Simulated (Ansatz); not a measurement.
# F-SiC-H chair bilayer (like faces together) in a perpendicular field

Wanted: the out-of-plane response of the F-SiC-H chair bilayer (like faces together). A positive field points along +c.

Main program and level: Ansatz 0.2.0; plane-wave DFT, PBE-D3(BJ), Ansatz PAW, in the first sound run; inputs show where later runs differ.

The raw output is cut from this account; settings, times and results stay.

### Step 1. The structure

The cell holds 8 atoms: 2 H, 2 C, 2 Si and 2 F. Its edges and angles: a = 3.086 Å, b = 3.086 Å, c = 49.847 Å, α = 90.0°, β = 90.0°, γ = 120.0°. Regions: layer 1: F-SiC-H chair, 4 atoms (1 H, 1 C, 1 Si and 1 F); layer 2: F-SiC-H chair, 4 atoms (1 H, 1 C, 1 Si and 1 F). Vacuum lies along c.

### Step 2. Relaxation

The starting cell is a guess, so the in-plane lattice and the atoms are relaxed first, with the slab cut off from its images along the normal.

File input.yaml:

```yaml
crystal:
  lattice:
    - [3.0855, 0.0, 0.0]
    - [-1.54275, 2.6721213834, 0.0]
    - [0.0, 0.0, 49.8466666646]
  atoms:
    - { symbol: H, position: [0.6666666667, 0.3333333333, 0.4052427444] }
    - { symbol: C, position: [0.6666666667, 0.3333333333, 0.426708573] }
    - { symbol: Si, position: [0.3333333333, 0.6666666667, 0.4392135883] }
    - { symbol: F, position: [0.3333333333, 0.6666666667, 0.4729169453] }
    - { symbol: H, position: [0.0, 0.0, 0.5947572556] }
    - { symbol: C, position: [0.0, 0.0, 0.573291427] }
    - { symbol: Si, position: [0.6666666667, 0.3333333333, 0.5607864117] }
    - { symbol: F, position: [0.6666666667, 0.3333333333, 0.5270830547] }
  periodic: [true, true, false]
kpoints:
  mp_grid: { grid: [12, 12, 1] }
hamiltonian:
  xc: pbe
  dispersion: d3bj
scf:
  occupations: { method: fermi_dirac, width: 0.05 }
  convergence: { dr2_threshold: 1.0e-09 }
relax:
  f_tol: 0.004
  max_steps: 90
  cell: {}
output:
  write_potential: true
  write_density: true
  volumetric_format: npy
```

Command:

```
$ ansatz run input.yaml --threads 2 --pin off --max-ram 3072MiB --backend cpu --events-out ev --progress --plain --runs-dir out
```

Wall time 84 s (2 threads of Arm Neoverse V2, shared host); peak memory 0.69 GiB.

The steps of the relaxation:

```tsv
step	energy less that of the first step (eV)	largest force component (eV/Å)	volume (Å³)
1	0.0000	2.4489	410.98
2	-0.2441	1.5358	420.53
3	-0.3262	0.2382	419.61
4	-0.3290	0.0208	419.05
5	-0.3293	0.0065	418.83
6	-0.3294	0.0012	418.75
7*	-0.3351	0.0016	418.75
8	-0.3350	0.0015	419.05
9*	-0.3352	0.0014	419.05
```

Relaxation steps marked * repeat the geometry before them on a plane-wave basis chosen anew for their cell, so energy and pressure can jump there.

Forces are held to the 6 operations that the program found; a distortion that breaks them can't arise in this run.

```tsv
cell as run	before	after	change
a (Å)	3.086	3.116	+1.0 %
b (Å)	3.086	3.116	+1.0 %
```

The atoms that moved most (Å, along periodic axes as changes of fractional coordinates times the final cell, across vacuum about the mean position):

```tsv
atom	dx	dy	dz	length
C2	0.000	0.000	0.250	0.250
C6	0.000	0.000	-0.250	0.250
H1	0.000	0.000	0.213	0.213
H5	0.000	0.000	-0.213	0.213
Si7	0.000	0.000	-0.188	0.188
Si3	0.000	0.000	0.188	0.188
F8	0.000	0.000	-0.104	0.104
F4	0.000	0.000	0.104	0.104
```

This step gave:

```
gap on the k-mesh : 3.482 eV
```

The lattice constant a goes from 3.086 to 3.116 Å.

### Step 3. Single point, field 0, start network

A sawtooth potential applies the field, turning back in the middle of the vacuum. With the dipole correction the typed value is the field outside the slab. The induced dipole is small, so the SCF threshold is tight.

The cell differs from the one that the last finished run ended in (c 49.847 → 27.020 Å).

File input.yaml:

```yaml
crystal:
  lattice:
    - [3.1156396104, 0.0, 0.0]
    - [-1.5578198052, 2.6982230516, 0.0]
    - [0.0, 0.0, 27.0199340545]
  atoms:
    - { symbol: H, position: [0.6666666667, 0.3333333333, 0.3330874155] }
    - { symbol: C, position: [0.6666666667, 0.3333333333, 0.3740336679] }
    - { symbol: Si, position: [0.3333333333, 0.6666666667, 0.3948141467] }
    - { symbol: F, position: [0.3333333333, 0.6666666667, 0.4538807419] }
    - { symbol: H, position: [0.0, 0.0, 0.6669125845] }
    - { symbol: C, position: [0.0, 0.0, 0.6259663376] }
    - { symbol: Si, position: [0.6666666667, 0.3333333333, 0.6051855156] }
    - { symbol: F, position: [0.6666666667, 0.3333333333, 0.5461190195] }
kpoints:
  mp_grid: { grid: [18, 18, 1] }
  band_path:
    path: [[0, 0, 0], [0.5, 0, 0], [0.33333333, 0.33333333, 0], [0, 0, 0]]
    npoints: 16
hamiltonian:
  xc: pbe
  dispersion: d3bj
scf:
  occupations: { method: fermi_dirac, width: 0.05 }
  convergence: { dr2_threshold: 1.0e-10 }
efield:
  axis: 3
  dipole_correction: true
  ramp_position: 0.97
  ramp_width: 0.06
  amplitude: 0
output:
  dos: { projected: true, e_range: [-6, 5] }
  bader: true
  write_potential: true
  write_density: true
  volumetric_format: npy
  elf: true
```

It took 59 s on 2 threads; peak memory 0.58 GiB; 2 min of CPU time.

Numbers from this step:

| Item | Value |
| --- | --- |
| gap on the k-mesh | 3.480 eV |
| dipole along the normal | -1.06e-5 e·Å |
| gap along the path | 3.480 eV |
| smallest direct gap along the path | 3.480 eV |
| ionisation energy, upper face | 4.313 eV |
| electron affinity, upper face | 0.8328 eV |
| gap, the smaller of path and mesh | 3.480 eV |

Running mean over a fixed 2.7 Å (it still follows the layers) of the planar mean; the ramp of the sawtooth is left out. Electron's electrostatic potential energy less the Fermi level against z:

```tsv
z (Å)	electron's electrostatic potential energy less the Fermi level (eV)
3.5	2.56
4.0	2.56
4.5	2.56
5.0	2.56
5.5	2.56
6.0	2.55
6.5	2.55
7.0	2.50
7.5	2.27
8.0	1.71
8.5	0.609
9.0	-2.44
9.5	-5.85
10.0	-7.92
10.5	-8.12
11.0	-8.27
11.5	-6.19
12.0	-1.98
12.5	1.50
13.0	2.99
13.5	3.14
14.0	3.01
14.5	1.61
15.0	-1.82
15.5	-6.04
16.0	-8.24
16.5	-8.13
17.0	-7.95
17.5	-5.97
18.0	-2.59
18.5	0.525
19.0	1.69
19.5	2.25
20.0	2.50
20.5	2.55
21.0	2.55
21.5	2.56
22.0	2.56
22.5	2.56
23.0	2.56
23.5	2.56
```

The density of states has structure finer than the step of the table below, so its rows give means over 0.25 eV. Peaks (eV: height): -5.940: 5.92, -5.260: 7.78, -4.680: 9.90, -4.590: 14.5, -4.370: 9.72.

Density of states against energy, zero at the Fermi level of the run, which the smearing sets inside the gap; means over each step:

```tsv
energy (eV)	density of states (states/eV a cell)
-5.75	4.83
-5.50	4.75
-5.25	6.85
-5.00	6.10
-4.75	3.93
-4.50	8.86
-4.25	3.35
-4.00	1.99
-3.75	1.86
-3.50	1.97
-3.25	2.52
-3.00	2.48
-2.75	1.68
-2.50	1.37
-2.25	1.17
-2.00	1.06
-1.75	0.376
-1.50	0
-1.25	0
-1.00	0
-0.75	0
-0.50	0
-0.25	0
0.00	0
0.25	0
0.50	0
0.75	0
1.00	0
1.25	0
1.50	0
1.75	0.323
2.00	0.758
2.25	0.766
2.50	0.787
2.75	1.84
3.00	2.38
3.25	2.92
3.50	2.54
```

Projected DOS per atom over height of the atomic layer and energy from the Fermi level. Layers: H C Si F F Si C H from below.

Ten even steps from '0' (0.00 states/eV) to '9' (2.04 states/eV), each cell a mean:
```
00200200
00200200
00000000
00000000
00000000
00000000
00000000
00000000
00000000
00000000
00000000
00000000
01000010
02000020
02000020
04100140
02011020
02011020
15099051
01099010
02199120
03166130
```
Columns: height of the atomic layer (Å) from 9 to 18.0 (not evenly spaced); rows upwards: energy from the Fermi level (eV) from -5.96 to 3.67.

Electronic bands along the path, in eV, zero at the Fermi level of the run, which the smearing sets inside the gap:

```tsv
point	band 13	band 14	band 15	band 16	band 17	band 18	band 19	band 20
Γ	-1.76	-1.76	-1.76	-1.76	1.72	1.76	2.68	3.25
halfway	-4.35	-4.32	-2.54	-2.53	2.90	2.91	3.74	3.78
M	-4.69	-4.62	-3.10	-3.08	2.65	2.66	4.54	4.58
halfway	-4.60	-4.54	-4.10	-4.06	3.82	3.85	5.72	5.72
K	-4.84	-4.82	-4.38	-4.38	5.02	5.02	5.36	5.36
halfway	-4.37	-4.35	-3.26	-3.25	3.29	3.30	4.38	4.43
Γ	-1.76	-1.76	-1.76	-1.76	1.72	1.76	2.68	3.25
```

Electrostatic potential energy in the ca plane at fractional y = 0.333, with atoms of H and C and Si and F within 0.2 Å of it. With pseudopotentials it is smooth inside the atoms' cores, unlike the true potential.

Ten even steps from '0' (-47 eV) to '9' (7 eV), each cell a mean:
```
87678899999999888754578999999999999999999999
62037999999996214400058899999999999999999999
40017999999994002300037899999999999999999999
73148899999997325500158899999999999999999999
87778899999999988765678999999999999999999999
98777789999999999888888999999999999999999999
98766789999999999988888999999999999999999999
98777889999999999887888999999999999999999999
```
Columns run along c (16.0 Å, from fractional 0.35 to 0.94 of the cell; values clipped at the 3rd and 97th percentile), rows up along a (3.1 Å). Atoms in or near the plane, at fractional coordinates: C at (0.37, 0.67), Si at (0.61, 0.67), F at (0.55, 0.67).

Valence density in the ca plane at fractional y = 0.333, with atoms of H and C and Si and F within 0.2 Å of it. It is the smooth field of the valence electrons, not physical close to the nuclei.

Ten steps, logarithmic in the rise over the least value, from '0' (0 e/Å³) to '9' (12 e/Å³), each cell a mean:
```
12234432111000013443233321000000000000000000
24455542100000147875322221000000000000000000
35556542100000148985311221000000000000000000
24455542100000136864322221000000000000000000
11234432111100013432233321000000000000000000
00122322122210000111123321100000000000000000
00112222223210000000123322100000000000000000
00123322122100001111123321100000000000000000
```
Columns run along c (16.0 Å, from fractional 0.32 to 0.91 of the cell), rows up along a (3.1 Å). Atoms in or near the plane, at fractional coordinates: H at (0.33, 0.67), C at (0.37, 0.67), Si at (0.61, 0.67), F at (0.55, 0.67).

ELF in the ca plane at fractional y = 0.333, with atoms of H and C and Si and F within 0.2 Å of it. It is the smooth field of the valence electrons, not physical close to the nuclei.

Ten even steps from '0' (0.00) to '9' (0.93), each cell a mean:
```
67897301110026875337874210000000000000000000
96577300000058878612343100000000000000000000
94146300000168758713122000000000000000000000
86687300000048887512443100000000000000000000
67897201210015775237874210000000000000000000
25774224542001211148864443100000000000000000
12442135652000000147765555310000000000000000
35775224541001321148874333100000000000000000
```
Columns run along c (16.0 Å, from fractional 0.35 to 0.94 of the cell), rows up along a (3.1 Å). Atoms in or near the plane, at fractional coordinates: C at (0.37, 0.67), Si at (0.61, 0.67), F at (0.55, 0.67).

The gap is 3.48 eV, with the valence edge 4.31 eV and the conduction edge 0.83 eV under the upper vacuum level.

### Step 4. Atoms held, field 0.1 V/Å

input.yaml, as its differences from that of step 3:

```diff
@@ -28,8 +28,6 @@
   dipole_correction: true
-  ramp_position: 0.97
-  ramp_width: 0.06
-  amplitude: 0
+  ramp_position: 0.9264
+  ramp_width: 0.1473
+  amplitude: 0.1
 output:
-  dos: { projected: true, e_range: [-6, 5] }
-  bader: true
   write_potential: true
@@ -37,2 +35 @@
   volumetric_format: npy
-  elf: true
```

The job ended after 18 s (2 threads; peak memory 0.55 GiB; 36 s of CPU time).

The dipole is 0.0299 e·Å, and the gap 3.025 eV.

### Step 5. Single point, field -0.1 V/Å

input.yaml, as its differences from that of step 4:

```diff
@@ -30,3 +30,3 @@
   ramp_width: 0.1473
-  amplitude: 0.1
+  amplitude: -0.1
 output:
```

Elapsed: 18 s, on 2 threads; peak memory 0.55 GiB; 36 s of CPU time.

The dipole is -0.0299 e·Å, and the gap 3.025 eV.

### Step 6. Single point, field 0.2 V/Å

input.yaml, as its differences from that of step 5:

```diff
@@ -30,3 +30,3 @@
   ramp_width: 0.1473
-  amplitude: -0.1
+  amplitude: 0.2
 output:
```

Elapsed: 18 s, on 2 threads; peak memory 0.55 GiB.

The dipole is 0.0598 e·Å, and the gap 2.515 eV.

### Step 7. Atoms held, field -0.2 V/Å

input.yaml, as its differences from that of step 6:

```diff
@@ -30,3 +30,3 @@
   ramp_width: 0.1473
-  amplitude: 0.2
+  amplitude: -0.2
 output:
```

Wall time 18 s (2 threads); peak memory 0.55 GiB.

The dipole is -0.0599 e·Å, and the gap 2.515 eV.

### Step 8. Single point, field 0.35 V/Å

input.yaml, as its differences from that of step 7:

```diff
@@ -28,6 +28,8 @@
   dipole_correction: true
-  ramp_position: 0.9264
-  ramp_width: 0.1473
-  amplitude: -0.2
+  ramp_position: 0.9047
+  ramp_width: 0.1907
+  amplitude: 0.35
 output:
+  dos: { projected: true, e_range: [-6, 5] }
+  bader: true
   write_potential: true
@@ -35 +37,2 @@
   volumetric_format: npy
+  elf: true
```

Run time: 62 s. Hardware: 2 threads; peak memory 0.56 GiB; 2.1 min of CPU time.

The dipole is 0.105 e·Å, and the gap 1.693 eV.

### Step 9. Response, atoms held

This step: plane-wave DFT, PBE-D3(BJ), Ansatz PAW; response to a field along the normal, atoms held (Ansatz 0.2.0).

The dipoles give the slope, and the difference of two potentials shows where the field is screened.

Numbers from this step:

| Quantity | Value |
| --- | --- |
| equivalent conductor thickness p/(ε₀AE) | 6.440 Å |
| distance between the outer atoms | 9.020 Å |

Table of dipole of the cell by applied field:

```tsv
applied field (V/Å)	dipole of the cell (e·Å)
-0.200	-0.0599
-0.100	-0.0299
0.000	-1.1e-5
0.100	0.0299
0.200	0.0598
0.350	0.105
```

Local field over the applied field, running mean. From the potentials at -0.1 and 0.1 V/Å; running mean over 2.5 Å. Local field over applied field against z:

z (Å), local field over applied field and a bar from the least value:
```
      4.5       1.00 ##############################
      5.0       1.00 ##############################
      5.5       1.00 ##############################
      6.0       1.00 ##############################
      6.5       0.99 ##############################
      7.0       0.96 #############################
      7.5       0.90 ##########################
      8.0       0.78 #####################
      8.5       0.62 ###############
      9.0       0.46 #########
      9.5       0.30 ###
     10.0       0.23 
     10.5       0.23 
     11.0       0.26 #
     11.5       0.33 ####
     12.0       0.47 #########
     12.5       0.57 #############
     13.0       0.65 ################
     13.5       0.68 #################
     14.0       0.65 ################
     14.5       0.58 ##############
     15.0       0.47 #########
     15.5       0.34 ####
     16.0       0.26 #
     16.5       0.23 
     17.0       0.23 
     17.5       0.29 ###
     18.0       0.45 #########
     18.5       0.62 ###############
     19.0       0.77 #####################
     19.5       0.90 ##########################
     20.0       0.96 #############################
     20.5       0.99 ##############################
     21.0       1.00 ##############################
     21.5       1.00 ##############################
     22.0       1.00 ##############################
     22.5       1.00 ##############################
```

The induced electron density oscillates, so the rows of the table below give means over 0.5 Å (shorter at the two ends). Its distinct maxima (Å: e/Å³ per V/Å): 8.87: 0.00373, 10.13: 0.00222, 11.54: 0.00137, 14.21: 0.00339, 16.18: 0.00377, 17.31: -3.0e-4. Distinct minima: 9.71: 3.0e-4, 10.84: -0.00377, 12.81: -0.00339, 15.48: -0.00137, 16.89: -0.00222, 18.15: -0.00373.

Electrons, planar mean, per unit field. The induced electron density by z; means over each step:

```tsv
z (Å)	induced electron density (e/Å³ per V/Å)
4.5	3.2e-7
5.0	1.2e-6
5.5	4.2e-6
6.0	1.5e-5
6.5	5.2e-5
7.0	1.7e-4
7.5	5.1e-4
8.0	0.00141
8.5	0.00297
9.0	0.00307
9.5	7.8e-4
10.0	0.00151
10.5	-0.00159
11.0	-0.00251
11.5	8.5e-4
12.0	-7.8e-4
12.5	-0.00227
13.0	-0.00257
13.5	-4.3e-5
14.0	0.00248
14.5	0.00234
15.0	8.6e-4
15.5	-8.9e-4
16.0	0.00237
16.5	0.00181
17.0	-0.00155
17.5	-7.3e-4
18.0	-0.00301
18.5	-0.00304
19.0	-0.00146
19.5	-5.4e-4
20.0	-1.8e-4
20.5	-5.4e-5
21.0	-1.6e-5
21.5	-4.4e-6
22.0	-1.2e-6
22.5	-3.4e-7
```

The smaller of the gaps on the path and on the k-mesh, counted as 0 under 0.03 eV; in a wide-gap layer a fall can come from a state in the tilted vacuum. Gap against applied field:

```tsv
applied field (V/Å)	gap (eV)
-0.200	2.52
-0.100	3.02
0.000	3.48
0.100	3.02
0.200	2.52
0.350	1.69
```

By hand: between -0.1 and 0.1 V/Å the dipole changes by 0.05984 e·Å, a slope of 0.2992 e·Å²/V. A perfect conductor of thickness t has p = ε₀AEt, so t = 180.95 × 0.2992 / 8.407 = 6.44 Å (e/ε₀ = 180.95 V·Å, A in Å²).

The induced dipole is that of a conductor 6.44 Å thick.

### Step 10. Varying the input

This step: plane-wave DFT, PBE-D3(BJ), Ansatz PAW, but for the change named below (Ansatz 0.2.0).

A run with a changed input: it repeats the earlier run at 0.1 V/Å with scf.algorithm to direct_min, hamiltonian.dispersion from d3bj to d3bjatm, scf.occupations.width from 0.05 removed and scf.occupations.method from fermi_dirac to tetrahedron_uncorrected.

input.yaml, as its differences from that of step 8:

```diff
@@ -21,6 +21,7 @@
   xc: pbe
-  dispersion: d3bj
+  dispersion: d3bjatm
 scf:
-  occupations: { method: fermi_dirac, width: 0.05 }
+  occupations: { method: tetrahedron_uncorrected }
   convergence: { dr2_threshold: 1.0e-10 }
+  algorithm: direct_min
 efield:
@@ -28,8 +29,6 @@
   dipole_correction: true
-  ramp_position: 0.9047
-  ramp_width: 0.1907
-  amplitude: 0.35
+  ramp_position: 0.9264
+  ramp_width: 0.1473
+  amplitude: 0.1
 output:
-  dos: { projected: true, e_range: [-6, 5] }
-  bader: true
   write_potential: true
@@ -37,2 +36 @@
   volumetric_format: npy
-  elf: true
```

Wall time 0.02 s (2 threads); peak memory 0.032 GiB; 0.02 s of CPU time.

The input was rejected at the start.

The program's message: “Error: inconsistent input (scf.algorithm, scf.occupations.method): direct minimisation with tetrahedron occupations — the free energy that is minimised is that of smeared or fixed occupations, and a t …”

### Step 11. Varying the input

Another changed input: it repeats the earlier run at 0.1 V/Å with kpoints.mp_grid.shift to [0.5, 0.5, 0.0] and hamiltonian.xc from pbe to revpbe.

input.yaml, as its differences from that of step 10:

```diff
@@ -15,3 +15,3 @@
 kpoints:
-  mp_grid: { grid: [18, 18, 1] }
+  mp_grid: { grid: [18, 18, 1], shift: [0.5, 0.5, 0.0] }
   band_path:
@@ -20,8 +20,7 @@
 hamiltonian:
-  xc: pbe
-  dispersion: d3bjatm
+  xc: revpbe
+  dispersion: d3bj
 scf:
-  occupations: { method: tetrahedron_uncorrected }
+  occupations: { method: fermi_dirac, width: 0.05 }
   convergence: { dr2_threshold: 1.0e-10 }
-  algorithm: direct_min
 efield:
```

Run time: 38 s. Hardware: 2 threads; peak memory 0.83 GiB.

This step gave:

```yaml
gap_on_the_k_mesh: 2.979 eV
dipole_along_the_normal: 0.02976 e·Å
gap_along_the_path: 2.949 eV
smallest_direct_gap_along_the_path: 2.949 eV
gap_the_smaller_of_path_and_mesh: 2.949 eV
```

Electronic bands along the path, in eV, zero at the Fermi level of the run, which the smearing sets inside the gap:

```tsv
point	band 13	band 14	band 15	band 16	band 17	band 18	band 19	band 20
Γ	-1.77	-1.77	-1.48	-1.48	1.47	2.14	2.43	3.45
halfway	-4.32	-4.07	-2.55	-2.26	2.66	3.31	3.67	3.83
M	-4.65	-4.40	-3.10	-2.82	2.69	2.98	4.63	4.97
halfway	-4.56	-4.32	-4.07	-3.82	3.89	4.20	5.77	6.07
K	-4.80	-4.56	-4.37	-4.14	5.09	5.41	5.44	5.74
halfway	-4.34	-4.11	-3.26	-2.98	3.06	3.70	4.11	4.52
Γ	-1.77	-1.77	-1.48	-1.48	1.47	2.14	2.43	3.45
```

```tsv
quantity	this run	earlier run	difference
dipole along the normal (e·Å)	0.02976	0.02991	-1.5e-4
gap along the path (eV)	2.949	3.025	-0.075
smallest direct gap along the path (eV)	2.949	3.025	-0.075
gap on the k-mesh (eV)	2.979	3.025	-0.045
```

What moves beyond 0.01 in its unit (for the dipole 0.5 % and 5e-5 e·Å): gap along the path (-0.0754 eV), smallest direct gap along the path (-0.0754 eV) and gap on the k-mesh (-0.0454 eV).

### Step 12. Summary of results

```
gap without field                          : 3.48 eV
ionisation energy, upper face              : 4.31 eV
electron affinity, upper face              : 0.833 eV
equivalent conductor thickness, atoms held : 6.44 Å
```

The induced dipole equals that of a perfect conductor 6.44 Å thick, while the outer atoms lie 9.02 Å apart; an out-of-plane ε follows only once a thickness t is chosen, by 1 − 1/ε = 6.44 Å / t. The gap goes from 3.48 eV to 1.69 eV at 0.35 V/Å. In a field the lowest empty level of a wide-gap layer can be a state in the vacuum, whose place depends on the cell. With the field reversed it is 2.52 eV at -0.2 V/Å. Semilocal functionals give gaps that are too small, and excitons are not included.

[Long decimals in the printed logs are rounded to 6 places.]

[Logs are printed without paths, hosts, clocks, repeated set-up lines and the standing remarks that a program may print on its own settings, such as how far it seeks lower states.]

[Hosts, paths, dates, database ids (printed as entryN), source tags and the programs' standing remarks are cut or masked in the printed files.]

[Maps of the electrostatic potential energy from Ansatz leave out the sawtooth potential of an applied field or a dipole correction, so their vacuum need not be flat; planar profiles and work functions include it.]

[The density of states shown here was stored with 400 of the rows of the run's finer table, so its peaks can read low, often by over a quarter, or be missed, and its means over a window can be off by a tenth or more.]
